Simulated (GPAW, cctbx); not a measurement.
# Bonding in Ti2Cd3Ni3B as X-rays see it

Aim: compute the bonding part of the density of Ti2Cd3Ni3B, find which reflections carry it, and see how it biases an ordinary refinement.

The start was made by putting kin elements into a known structure type; the compound need not exist, or be stable, in this form. All numbers below are calculated.

**1. Relax the structure**

The density hangs on the geometry, so cell and atoms are relaxed first, with the symmetry held. The cutoff is set higher than for the density because stress converges slowly with plane waves.

Settings: GPAW 26.7.0, PBE, 670 eV, 6×3×3 k-points (along the axes of the calculation cell), Fermi–Dirac width 0.1 eV, spin-polarised, BFGS to 0.03 eV/Å.

```text
cell
1.0
     0.000000000    0.000000000    3.234000000
     6.929000000    0.000000000    0.000000000
    -3.464500000    6.000690023    0.000000000
Cd Ni Ti B
3 3 2 1
Direct
0.500000000 0.000000000 0.603800000
0.500000000 0.396200000 0.396200000
0.500000000 0.603800000 0.000000000
0.000000000 0.000000000 0.246200000
0.000000000 0.753800000 0.753800000
0.000000000 0.246200000 0.000000000
0.000000000 0.666666667 0.333333333
0.000000000 0.333333333 0.666666667
0.500000000 0.000000000 0.000000000
```

```console
$ OMP_NUM_THREADS=1 mpirun -n 4 gpaw python run.py > gpaw.log
```

```text
BFGS:    0      -41.115605        1.447164
BFGS:    1      -41.289602        1.389798
BFGS:    2      -42.257616        0.804913
BFGS:    3      -42.398980        0.969825
...
BFGS:   20      -43.028496        0.109751
BFGS:   21      -43.033186        0.032146
BFGS:   22      -43.033725        0.002545
cell  2.8619 7.5310 7.5310  120.00 90.00 90.00
volume 140.572 A^3, largest force 0.002 eV/A, largest stress 0.02 GPa
```

The cell moved far, while the k-mesh and basis were chosen for the start, so the final shape may be somewhat biased.

After 22 steps the volume has changed by +4.5 % and the energy by -1.918 eV; the largest stress left is 0.02 GPa. It took 31 min on 4 cores of Arm Neoverse V1 (shared host), peak memory 2 GiB.

Relaxed structure: P-62m (no. 189), a = 7.5310 Å, b = 7.5310 Å, c = 2.8619 Å, α = 90.00°, β = 90.00°, γ = 120.00°.

```csv
atom,mult.,x,y,z
Cd1,3,0,0.6489,1/2
Ni1,3,0,0.2020,0
Ti1,2,2/3,1/3,0
B1,1,0,0,1/2
```

**2. Density and charge transfer**

X-rays see the whole electron density, so the PAW density is rebuilt with its core regions. Subtracting spherical free atoms from the same code cancels the cores and leaves the deformation density Δρ, the part due to bonding.

Settings: PBE, 550 eV, 8×4×4 k-points (along the axes of the calculation cell), Fermi–Dirac width 0.1 eV, spin-polarised; primitive cell of 9 atoms.

```console
$ OMP_NUM_THREADS=1 mpirun -n 4 gpaw python run.py > gpaw.log
```

```text
|iter:   1|       0s |  -48.167269 | +0.49 |       |  +4.5051|
|iter:   2|       7s |  -43.962803 | -0.80 | -0.97 |  +4.3092|
|iter:   3|      14s |  -42.553596 | -1.09 | -1.13 |  +3.7940|
...
|iter:  13|      80s |  -42.832081c| -6.07 | -4.12c|  -0.0038|
|iter:  14|      86s |  -42.832083c| -6.77 | -4.61c|  -0.0022|
|iter:  15|      93s |  -42.832081c| -7.48c| -4.80c|  -0.0016|
```

```text
grid (32, 84, 84)  electrons 277.000  moved by bonding 1.540 e
deformation density beyond 0.5 A of the nuclei: max 0.218, min -0.097 e/A^3
atom        x       y       z   Voronoi charge  moment
Cd1    0.5000  1.0000  0.6489      0.206      -0.00
Cd2    0.5000  0.3511  0.3511      0.206      -0.00
Cd3    0.5000  0.6489  0.0000      0.206      -0.00
Ni4    0.0000  0.0000  0.2020     -0.111      -0.00
Ni5    0.0000  0.7980  0.7980     -0.111      -0.00
Ni6    0.0000  0.2020  0.0000     -0.111      -0.00
Ti7    0.0000  0.6667  0.3333     -0.061      -0.00
Ti8    0.0000  0.3333  0.6667     -0.061      -0.00
B 9    0.5000  0.0000  0.0000     -0.164       0.00
mean inner potential of superposed free atoms 22.200 V
total magnetic moment -0.002 muB
```

Deformation density in a plane through the shortest contact of the Ni atom at the origin, in 0.01 e/Å³ (clipped at ±99); x from -1.6 to 3.7 Å, y from 2.4 down to -2.4 Å:

```text
 22   1   5   4   5   .  -3  -1   1   0   0   0   1  -1  -7  -5
  .   5   8   3   .   .   .   2   3   1   0   0   0  -4  -8   .
  3   1   5   3   0   3   3   3   2   1   0   0  -1  -5  -7   .
 -5   0   2   4   6   7   4   2   1   1   2   2   0  -3  -8  -6
 -2   0   0   1   4   4   0   0   2   3   3   0  -1  -1  -2  -5
 -1  -2  -5   0   .   .   5   1   4   3   .   .  -4   0   0   0
 -1  -2  -6   4   .   .  -1   5   7   2   .   .   0   2   2   0
  0  -2  -3   8   .   .   4   4   5   1   .   .   3   3   2   0
  0   0  -1  -2  -4  -6  -3   1   3   4   6   5   3   1   1   1
  1   0   0  -1  -3  -3  -1   0   1   3   6   3   1   1   2   3
  1   1   0   0   0  -1  -1  -2  -4   4  -7  10  -1   3   3   3
  1   0   0   0   0   0  -1  -4  -5   .   .   .   5   7   4   .
 -4  -4  -2  -1   0   0  -1  -2  -2  22   .   4   3   6   3   0
```

Atoms in or within 0.15 Å of the plane: Ni (2.0, -2.1), Ni (0.0, 0.0), B (2.1, 0.0), B (0.1, 2.1) Å. Dots mark points within about 0.45 Å of a nucleus; large values next to them are atomic features.

B gains most (-0.16 e) and Cd loses most (+0.21 e); B is the most electronegative element, but the order of the others doesn't follow electronegativity. Such charges fall far short of formal ones, since overlapping free atoms already put density on their neighbours. Along the shortest contact from the Ni atom at the map's origin, Ni–B at 2.09 Å, Δρ is +0.07 e/Å³ at the midpoint: a modest build-up. At the midpoints of other shortest contacts it is +0.01 (Ni–Ni, 2.63 Å), -0.02 (Cd–B, 2.64 Å), 0.00 (Cd–Ni, 2.71 Å) and +0.03 (Cd–Ti, 2.83 Å) e/Å³. Point values carry grid noise of about 0.01 e/Å³. The moments given at the start die out. The run needed 15 iterations, 1.9 min.

**3. From the density to structure factors**

The Fourier components of Δρ, added to those of the free atoms, give the static X-ray structure factors; the Mott–Bethe relation turns them into the Fourier components V of the potential that fast electrons feel.

```text
static structure factors of the conventional cell: F in electrons, V (Mott-Bethe) in volts
   h  k  l      d  |F| table  |F| free   |F| DFT   change   |V| free  |V| DFT  change %
   1  0  0  6.5220    17.958    17.937    18.159    0.222     1.026    0.718    -30.0
   1  1  0  3.7655    82.499    82.549    81.933   -0.616     3.890    4.084      5.0
   2  0  0  3.2610    12.627    12.593    12.617    0.024     1.006    0.998     -0.8
   0  0  1  2.8619    21.480    21.637    21.279   -0.358     0.170    0.074    -56.2
   1  0  1  2.6207    24.091    24.021    24.295    0.273     0.580    0.519    -10.6
   2  1  0  2.4651    77.017    76.756    76.938    0.182     4.092    4.057     -0.9
   1  1  1  2.2785   148.740   148.415   147.946   -0.469     7.262    7.343      1.1
   3  0  0  2.1740   127.967   127.776   127.419   -0.357     6.755    6.810      0.8
   2  0  1  2.1510    46.182    46.045    46.015   -0.029     2.817    2.821      0.2
   2  2  0  1.8827   135.732   135.296   135.197   -0.099     5.801    5.811      0.2
   2  1  1  1.8678    51.006    50.723    50.780    0.057     2.875    2.869     -0.2
   3  1  0  1.8089    31.138    31.042    31.171    0.129     1.417    1.402     -1.1
   3  0  1  1.7312    83.754    83.586    83.609    0.023     3.139    3.137     -0.1
   4  0  0  1.6305     0.842     0.981     1.031    0.050     0.060    0.064      7.2
```

The largest X-ray change is -0.62 e on 110, 0.7 % of |F|. For electrons V goes as (Z − F)/g², so a change of F counts against Z − F, which is small at low angle and wherever the atoms' terms cancel: |V| of 001 moves by -56.2 % (0.17 to 0.07 V) against -1.7 % in |F|. These compare absolute values; so weak a component may also change sign. The last three rows change by 0.13 e or less, against 0.62 e at the top: the effect is concentrated at low angle. The tabulated Hartree–Fock atoms differ from the free DFT atoms by up to 0.44 e, so the choice of reference atom matters too.

**4. The functional ladder**

The same geometry is run with other functionals, to see whether the bonding signal is larger than the spread between approximations. Free atoms are LDA for LDA and PBE otherwise; meta-GGAs and hybrids keep PBE cores. Any other changed setting is in the row's label.

| run | ΔF 110 (e) | ΔF 111 (e) | ΔF 001 (e) | q(B) (e) | moved (e) | time |
| --- | --- | --- | --- | --- | --- | --- |
| PBE | -0.616 | -0.469 | -0.358 | -0.164 | 1.540 | 1.9 min |
| LDA | -0.608 | -0.459 | -0.378 | -0.152 | 1.497 | 1.8 min |
| r2SCAN | -0.589 | -0.444 | -0.294 | -0.161 | 1.670 | 5.6 min |

At the base's settings ΔF(110) spans -0.616 to -0.589 e, a spread of 4 % of the PBE value; over the three listed reflections the spread is at most 23 %, so sign and size hold across the functionals. Times are from shared hosts.

**5. Refining ordinary atoms against data with bonding**

Routine crystallography fits spherical atoms. To see the bias, intensities are simulated from tabulated atoms plus the DFT change ΔF, so that bonding alone can misfit (6468 reflections of the full sphere, merged to the counts below, to 0.45 Å, 1.5 % proportional noise plus counting noise, assumed isotropic U as listed, Δρ smeared by the mean U) and refined with cctbx over different ranges.

```
                    range  data      R1  GooF  U Cd1 (true 0.0061)  U Ni1 (true 0.0074)  U Ti1 (true 0.0081)  U B1 (true 0.0118)  largest shift (Å)  Δρ max, min (e/Å³)
                 all data   650  0.0041  0.95               0.0061               0.0074               0.0081              0.0120             0.0002         0.29, -0.23
 low resolution, d > 0.84   118  0.0034  0.98               0.0061               0.0075               0.0082              0.0125             0.0004         0.09, -0.14
     high order, d < 0.75   493  0.0046  0.94               0.0061               0.0074               0.0081              0.0119             0.0002         0.26, -0.16
occupancies free, d > 0.7   191  0.0035  0.98               0.0061               0.0076               0.0081              0.0122             0.0002         0.13, -0.17
```

With all data GooF is 0.95, so at this noise the bonding hardly shows; the top residual peak lies 1.44 Å from Cd and 1.44 Å from Cd, between them. No U is off by more than 3 s.u. at low resolution. With Cd1 held at 1 and the scale free, the other occupancies refine to Ni1 1.003(0.001), Ti1 0.999(0.003) and B1 0.992(0.018), within three s.u. of full.

**6. Answer**

Bonding moves 1.54 e in the primitive cell of Ti2Cd3Ni3B and changes the structure factors of the conventional cell in the table above by at most 0.62 e (110, 0.7 %), and among reflections above 2 % of the strongest by up to 1.7 % (001). The shortest bond, Ni–B, has Δρ = +0.07 e/Å³ at its midpoint. At the base's settings ΔF(110) spans -0.616 to -0.589 e, a spread of 4 % of the PBE value; over the three listed reflections the spread is at most 23 %, so sign and size hold across the functionals. With all data GooF is 0.95, so at this noise the bonding hardly shows. Limits: static density, frozen cores, no spin–orbit coupling.

[Outputs are excerpts: Python notices, other lines and further rows are left out; steps that failed or that the build refused (PBEsol, TPSS) are not shown.]

[Logs are printed without paths, hosts, clocks, repeated set-up lines and the standing remarks that a program may print on its own settings, such as how far it seeks lower states.]
